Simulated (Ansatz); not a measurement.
# Lattice dynamics of (PbS)3(AgBr)1 [001] superlattice, started as rocksalt type

Aim: the vibrations of (PbS)3(AgBr)1 [001] superlattice, started as rocksalt type, their spectra, and whether the structure is stable.

Calculated with Ansatz 0.2.0; DFT PBEsol, scalar-relativistic, plane waves, PAW.

Most raw output is cut from this account.

The structure was built from a prototype and need not be the compound's stable phase.

**1. The starting structure**

It takes space group P4/mmm (No. 123, tetragonal). The conventional cell has a = 4.170 Å, b = 4.170 Å, c = 11.795 Å, α = 90.00°, β = 90.00°, γ = 90.00°. Nearest to Ag lie 2 S at 2.95 Å and 4 Br at 2.95 Å. Br has 2 Pb at 2.95 Å and 4 Ag at 2.95 Å nearest. Pb has 5 S at 2.95 Å and 1 Br at 2.95 Å nearest. Pb has 6 S at 2.95 Å nearest. Nearest to S lie 5 Pb at 2.95 Å and 1 Ag at 2.95 Å. S has 6 Pb at 2.95 Å nearest. Farther neighbours and most contacts between anions are not listed.

Structure file:

```cif
data_structure
_symmetry_space_group_name_H-M 'P 1'
_symmetry_Int_Tables_number 1
_cell_length_a 4.1702
_cell_length_b 4.1702
_cell_length_c 11.7950
_cell_angle_alpha 90.000
_cell_angle_beta 90.000
_cell_angle_gamma 90.000
_cell_volume 205.12
loop_
_atom_site_label
_atom_site_type_symbol
_atom_site_fract_x
_atom_site_fract_y
_atom_site_fract_z
_atom_site_occupancy
Ag1 Ag 0.50000 0.50000 0.75000 1
Br2 Br 0.00000 0.00000 0.75000 1
Pb3 Pb 0.00000 0.00000 0.00000 1
Pb4 Pb 0.50000 0.50000 0.25000 1
Pb5 Pb 0.00000 0.00000 0.50000 1
S6 S 0.50000 0.50000 0.00000 1
S7 S 0.00000 0.00000 0.25000 1
S8 S 0.50000 0.50000 0.50000 1
```

**2. Bringing the structure to rest, smearing width 0.02 eV**

Harmonic phonons are second derivatives at a point where the forces vanish, and they are wanted at zero stress, so atoms and cell are relaxed first.

File input.yaml:

```yaml
crystal:
  lattice:
    - [2.94875, 2.94875, 0.0]
    - [-2.94875, 2.94875, 0.0]
    - [0.0, 0.0, 11.795]
  atoms:
    - { symbol: Ag, position: [0.5, 0.5, 0.75] }
    - { symbol: Br, position: [0.0, 0.0, 0.75] }
    - { symbol: Pb, position: [0.0, 0.0, 0.0] }
    - { symbol: Pb, position: [0.5, 0.5, 0.25] }
    - { symbol: Pb, position: [0.0, 0.0, 0.5] }
    - { symbol: S, position: [0.5, 0.5, 0.0] }
    - { symbol: S, position: [0.0, 0.0, 0.25] }
    - { symbol: S, position: [0.5, 0.5, 0.5] }
kpoints:
  mp_grid: { grid: [8, 8, 4] }
hamiltonian:
  xc: pbesol
scf:
  occupations: { method: gaussian, width: 0.02 }
output:
  forces: true
  stress: true
  eigenvalues: true
relax:
  adjacent_minimum: "off"
  f_tol: 0.005
  max_steps: 80
  cell: { stress_tol: 0.05 }
```

On the command line:

```
$ ansatz run input.yaml --threads 8 --pin off --max-ram 14336MiB --backend cpu --events-out ev --progress --plain --runs-dir out
```

Wall time 23 s (8 threads of Arm Neoverse V2, shared host); peak memory 1 GiB.

The steps of the relaxation:

```csv
step,energy less that of the first step (eV),largest force component (eV/Å),pressure (GPa),volume (Å³)
1,0.0000,0.5620,-0.82,205.12
2,-0.0283,0.7449,0.41,199.78
3,-0.1115,0.0646,0.08,200.64
4,-0.1161,0.0364,0.09,200.47
5,-0.1168,0.0026,-0.01,200.76
6*,-0.1163,0.0026,-0.01,200.76
```

Relaxation steps marked * repeat the geometry before them on a plane-wave basis chosen anew for their cell, so energy and pressure can jump there.

Forces are held to the 16 operations that the run works with; a distortion that breaks them can't arise in this run.

```csv
"conventional cell, symmetrised",before,after,change
a (Å),4.170,4.157,-0.3 %
b (Å),4.170,4.157,-0.3 %
c (Å),11.795,11.617,-1.5 %
volume (Å³/atom),25.64,25.09,-2.1 %
```

The atoms that moved most (Å, as changes of fractional coordinates times the final cell):

```csv
atom,dx,dy,dz,length
S6,0.000,0.000,-0.164,0.164
S8,0.000,0.000,0.164,0.164
Pb3,0.000,0.000,0.042,0.042
Pb5,0.000,0.000,-0.042,0.042
```

The relaxed structure:

```cif
data_structure
_symmetry_space_group_name_H-M 'P 1'
_symmetry_Int_Tables_number 1
_cell_length_a 4.1571
_cell_length_b 4.1571
_cell_length_c 11.6169
_cell_angle_alpha 90.000
_cell_angle_beta 90.000
_cell_angle_gamma 90.000
_cell_volume 200.76
loop_
_atom_site_label
_atom_site_type_symbol
_atom_site_fract_x
_atom_site_fract_y
_atom_site_fract_z
_atom_site_occupancy
Ag1 Ag 0.50000 0.50000 0.75000 1
Br2 Br 0.00000 0.00000 0.75000 1
Pb3 Pb 0.00000 0.00000 0.00364 1
Pb4 Pb 0.50000 0.50000 0.25000 1
Pb5 Pb 0.00000 0.00000 0.49636 1
S6 S 0.50000 0.50000 0.98589 1
S7 S 0.00000 0.00000 0.25000 1
S8 S 0.50000 0.50000 0.51411 1
```

This step gave:

```
pressure           : -0.006519 GPa
volume per atom    : 25.09 Å³
gap on the k-mesh  : 0.02819 eV
direct gap on mesh : 0.02819 eV
```

In this step the volume went from 25.64 to 25.09 Å³/atom.

**3. Bringing the structure to rest, smearing width 0.1 eV**

The relaxation is repeated from its end, on the mesh and smearing that suit the cell and gap now reached.

File input.yaml:

```yaml
crystal:
  lattice:
    - [2.9395073903, 2.9395073903, 0.0]
    - [-2.9395073903, 2.9395073903, 0.0]
    - [0.0, 0.0, 11.6169375529]
  atoms:
    - { symbol: Ag, position: [0.5, 0.5, 0.75] }
    - { symbol: Br, position: [0.0, 0.0, 0.75] }
    - { symbol: Pb, position: [0.0, 0.0, 0.0036354882] }
    - { symbol: Pb, position: [0.5, 0.5, 0.25] }
    - { symbol: Pb, position: [0.0, 0.0, 0.4963645118] }
    - { symbol: S, position: [0.5, 0.5, -0.0141084336] }
    - { symbol: S, position: [0.0, 0.0, 0.25] }
    - { symbol: S, position: [0.5, 0.5, 0.5141084336] }
kpoints:
  mp_grid: { grid: [8, 8, 4] }
hamiltonian:
  xc: pbesol
scf:
  occupations: { method: gaussian, width: 0.1 }
output:
  forces: true
  stress: true
  eigenvalues: true
  write_density: true
  write_potential: true
  elf: true
  volumetric_format: npy
relax:
  adjacent_minimum: "off"
  f_tol: 0.005
  max_steps: 80
  cell: { stress_tol: 0.05 }
```

It took 16 s on 8 threads; peak memory 1 GiB; 2.1 min of CPU time.

Little changed from the start: no atom moved by 0.005 Å and no cell edge by 0.1 %.

Numbers from this step:

| Quantity | Value |
| --- | --- |
| pressure | 7.51e-4 GPa |
| volume per atom | 25.08 Å³ |
| gap on the k-mesh | 0.02805 eV |
| direct gap on mesh | 0.02805 eV |

In this step the volume went from 25.09 to 25.08 Å³/atom.

**4. Relaxing to small forces for the phonons**

Phonons need a cell at rest on their own settings, so the relaxation is repeated with tight tolerances on forces and stress on the k mesh and occupations of the first response run.

File input.yaml:

```yaml
crystal:
  lattice:
    - [2.9387984406, 2.9387984406, 0.0]
    - [-2.9387984406, 2.9387984406, 0.0]
    - [0.0, 0.0, 11.6179610849]
  atoms:
    - { symbol: Ag, position: [0.5, 0.5, 0.75] }
    - { symbol: Br, position: [0.0, 0.0, 0.75] }
    - { symbol: Pb, position: [0.0, 0.0, 0.0036972839] }
    - { symbol: Pb, position: [0.5, 0.5, 0.25] }
    - { symbol: Pb, position: [0.0, 0.0, 0.4963027161] }
    - { symbol: S, position: [0.5, 0.5, -0.0141854873] }
    - { symbol: S, position: [0.0, 0.0, 0.25] }
    - { symbol: S, position: [0.5, 0.5, 0.5141854873] }
kpoints:
  mp_grid: { grid: [8, 8, 4] }
hamiltonian:
  xc: pbesol
scf:
  occupations: { method: gaussian, width: 0.1 }
output:
  forces: true
  stress: true
  eigenvalues: true
relax:
  adjacent_minimum: "off"
  f_tol: 0.001
  max_steps: 60
  cell: { stress_tol: 0.01 }
```

Elapsed: 8.8 s, on 8 threads; peak memory 0.99 GiB.

Little changed from the start: no atom moved by 0.005 Å and no cell edge by 0.1 %.

This step gave:

```yaml
pressure: 7.50e-4 GPa
```

The largest force component left is 0.68 meV/Å and the pressure is 0.001 GPa, within the tolerances set. The cell now holds 25.08 Å³/atom.

**5. Zone-centre response**

The zone centre is the only wavevector solved here; it holds the modes that light can see, as far as symmetry allows. No field response is asked, and the gap on the mesh is small against the smearing.

input.yaml: that of step 4 with these lines changed.

```diff
@@ -21,9 +21,4 @@
 output:
-  forces: true
-  stress: true
   eigenvalues: true
-relax:
-  adjacent_minimum: "off"
-  f_tol: 0.001
-  max_steps: 60
-  cell: { stress_tol: 0.01 }
+phonons:
+  method: dfpt
```

Wall time 1.9 min (8 threads); peak memory 2.6 GiB; 15 min of CPU time.

This step gave:

```yaml
sum_rule_residual_before_enforcement: 9.29e-5 eV/Å²
point_group: 4/mmm
highest_optical_mode_at_the_zone_centre_no_lo_to_term: 214.3 cm⁻¹
lowest_optical_zone_centre_mode: 25.53 cm⁻¹
```

Without the LO-TO term. Patterns of degenerate modes are one choice out of their space. The modes at Γ (shares of kinetic energy by element, %):

```csv
mode,frequency (cm⁻¹),symmetry,Ag %,Br %,Pb %,S %
1,0.0,acoustic,12,9,69,11
2,0.0,acoustic,12,9,69,11
3,0.0,acoustic,12,9,69,11
4,25.5,Eu,43,33,24,1
5,25.5,Eu,43,33,24,1
6,27.2,Eg,0,0,96,4
7,27.2,Eg,0,0,96,4
8,28.6,A2u,52,11,32,6
9,39.1,Eu,2,0,92,6
10,39.1,Eu,2,0,92,6
11,61.6,Eu,37,31,4,28
12,61.6,Eu,37,31,4,28
13,61.6,A2u,33,0,57,10
14,85.8,A1g,0,0,89,11
15,92.0,Eu,6,26,5,62
16,92.0,Eu,6,26,5,62
17,92.4,A2u,1,1,24,74
18,97.8,Eg,0,0,4,96
19,97.8,Eg,0,0,4,96
20,103.9,Eu,0,2,6,92
21,103.9,Eu,0,2,6,92
22,131.8,A2u,2,66,17,15
23,158.9,A1g,0,0,11,89
24,214.3,A2u,0,14,2,85
```

Displacements in mode 5 (25.5 cm⁻¹), the largest set to 1:
```
Ag1  0.44  0.99  0.00
Br2  0.44  1.00  0.00
Pb3 -0.15 -0.34  0.00
Pb4 -0.10 -0.22  0.00
Pb5 -0.15 -0.34  0.00
S6   0.05  0.12  0.00
S7  -0.08 -0.17  0.00
S8   0.05  0.12  0.00
```

Displacements in mode 24 (214.3 cm⁻¹), the largest set to 1:
```
Ag1  0.00  0.00  0.02
Br2  0.00  0.00 -0.26
Pb3  0.00  0.00 -0.03
Pb4  0.00  0.00 -0.04
Pb5  0.00  0.00 -0.03
S6   0.00  0.00  0.08
S7   0.00  0.00  1.00
S8   0.00  0.00  0.08
```

Before it was imposed, the acoustic sum rule was missed by 9.3e-5 eV/Å². Small misses are needed for a sound result but don't prove that mesh and cutoff are converged. The lowest optical mode is real, 25.5 cm⁻¹.

**6. Another isotope, element Ag, natural mass 107.868 amu**

An isotope changes the mass and not the force constants, so no new electronic calculation is needed; the shifts show which modes move this element.

The same force constants with the mass of Ag changed from 107.868 to 108.905 u (phonopy, no LO-TO term). Both lists are sorted by frequency; levels can cross, so a row need not hold one and the same mode. Modes under 3 cm⁻¹ are left out. Isotope shifts, by row:

```csv
q,rank,natural mass (cm⁻¹),changed mass (cm⁻¹)
0 0 0,4,25.53,25.48
0 0 0,5,25.53,25.48
0 0 0,6,27.2,27.2
0 0 0,7,27.2,27.2
0 0 0,8,28.65,28.58
0 0 0,9,39.12,39.11
0 0 0,10,39.12,39.11
0 0 0,11,61.63,61.52
0 0 0,12,61.63,61.52
0 0 0,13,61.65,61.55
0 0 0,14,85.84,85.84
0 0 0,15,92,91.97
0 0 0,16,92,91.97
0 0 0,17,92.42,92.41
0 0 0,18,97.85,97.85
0 0 0,19,97.85,97.85
0 0 0,20,103.9,103.9
0 0 0,21,103.9,103.9
0 0 0,22,131.8,131.8
0 0 0,23,158.9,158.9
0 0 0,24,214.3,214.3
```

A mode of this element alone would shift by -0.48 %. The highest zone-centre frequency without the field goes from 214.3 to 214.3 cm⁻¹ (+0.0 %). The product of the frequency ratios over all optical modes at Γ is 0.987; the product rule, (m/m′)^(3k/2) (M′/M)^(3/2) with k = 1 such atoms and M the mass of the cell, gives 0.987.

**7. Another isotope, element Br, natural mass 79.904 amu**

The same for Br, from 79.90 to 80.92 u.

A mode of this element alone would shift by -0.63 %. The highest zone-centre frequency without the field goes from 214.3 to 214.2 cm⁻¹ (-0.1 %). The product of the frequency ratios over all optical modes at Γ is 0.983; the product rule, (m/m′)^(3k/2) (M′/M)^(3/2) with k = 1 such atoms and M the mass of the cell, gives 0.983.

**8. Isotope substitution, element Pb, natural mass 207.2 amu**

The same for Pb, from 207.20 to 203.97 u.

The same force constants with the mass of Pb changed from 207.200 to 203.973 u (phonopy, no LO-TO term). Both lists are sorted by frequency; levels can cross, so a row need not hold one and the same mode. Modes under 3 cm⁻¹ are left out. Isotope shifts, by row:

```csv
q,rank,natural mass (cm⁻¹),changed mass (cm⁻¹)
0 0 0,4,25.53,25.58
0 0 0,5,25.53,25.58
0 0 0,6,27.2,27.41
0 0 0,7,27.2,27.41
0 0 0,8,28.65,28.72
0 0 0,9,39.12,39.4
0 0 0,10,39.12,39.4
0 0 0,11,61.63,61.65
0 0 0,12,61.63,61.65
0 0 0,13,61.65,61.93
0 0 0,14,85.84,86.44
0 0 0,15,92,92.04
0 0 0,16,92,92.04
0 0 0,17,92.42,92.59
0 0 0,18,97.85,97.88
0 0 0,19,97.85,97.88
0 0 0,20,103.9,104
0 0 0,21,103.9,104
0 0 0,22,131.8,132
0 0 0,23,158.9,159.1
0 0 0,24,214.3,214.4
```

A mode of this element alone would shift by +0.79 %. The highest zone-centre frequency without the field goes from 214.3 to 214.4 cm⁻¹ (+0.0 %). The product of the frequency ratios over all optical modes at Γ is 1.056; the product rule, (m/m′)^(3k/2) (M′/M)^(3/2) with k = 3 such atoms and M the mass of the cell, gives 1.056.

**9. Another isotope, element S, natural mass 32.06 amu**

The same for S, from 32.06 to 33.97 u.

The same force constants with the mass of S changed from 32.060 to 33.968 u (phonopy, no LO-TO term). Both lists are sorted by frequency; levels can cross, so a row need not hold one and the same mode. Modes under 3 cm⁻¹ are left out. Isotope shifts, by row:

```csv
q,rank,natural mass (cm⁻¹),changed mass (cm⁻¹)
0 0 0,4,25.53,25.53
0 0 0,5,25.53,25.53
0 0 0,6,27.2,27.16
0 0 0,7,27.2,27.16
0 0 0,8,28.65,28.6
0 0 0,9,39.12,39.05
0 0 0,10,39.12,39.05
0 0 0,11,61.63,61.1
0 0 0,12,61.63,61.1
0 0 0,13,61.65,61.46
0 0 0,14,85.84,85.55
0 0 0,15,92,90.39
0 0 0,16,92,90.39
0 0 0,17,92.42,90.47
0 0 0,18,97.85,95.19
0 0 0,19,97.85,95.19
0 0 0,20,103.9,101.2
0 0 0,21,103.9,101.2
0 0 0,22,131.8,131.2
0 0 0,23,158.9,154.9
0 0 0,24,214.3,209.2
```

A mode of this element alone would shift by -2.85 %. The highest zone-centre frequency without the field goes from 214.3 to 209.2 cm⁻¹ (-2.4 %). The product of the frequency ratios over all optical modes at Γ is 0.778; the product rule, (m/m′)^(3k/2) (M′/M)^(3/2) with k = 3 such atoms and M the mass of the cell, gives 0.778.

**10. Results**

| Item | Value |
| --- | --- |
| space group after relaxation (within 0.01 Å) | P4/mmm |
| volume per atom | 25.1 Å³ |
| gap on the k-mesh | 0.0281 eV |
| highest optical mode at the zone centre (no LO-TO term) | 214 cm⁻¹ |
| lowest optical zone-centre mode | 25.5 cm⁻¹ |
| imaginary modes at Γ (the only wavevector solved) | none |

What this shows: The structure is stable against zone-centre distortions, since no mode there is imaginary; other wavevectors were not solved, so zone-boundary instabilities are untested. The optical modes at Γ span 26 to 214 cm⁻¹. No dispersion was computed. The highest mode in this list at Γ, 214.3 cm⁻¹, is mostly motion of S (85 % of the kinetic energy). With no gap, or one that is small against the smearing, the frequencies hang on the k mesh and the smearing, most of all near Kohn anomalies. A semilocal functional can close a gap that the real compound would have, so the metallic treatment may be an artefact of the level. Spin-orbit coupling is left out, which can matter for the heavy elements here. The starting cell was built on a prototype and not taken from a measurement, so the phase need not exist. These are harmonic frequencies at zero temperature: anharmonic shifts, linewidths and thermal expansion are left out.

[Logs are printed without paths, hosts, clocks, repeated set-up lines and the standing remarks that a program may print on its own settings, such as how far it seeks lower states.]

[Hosts, paths, dates, database ids (printed as entryN), source tags and the programs' standing remarks are cut or masked in the printed files.]
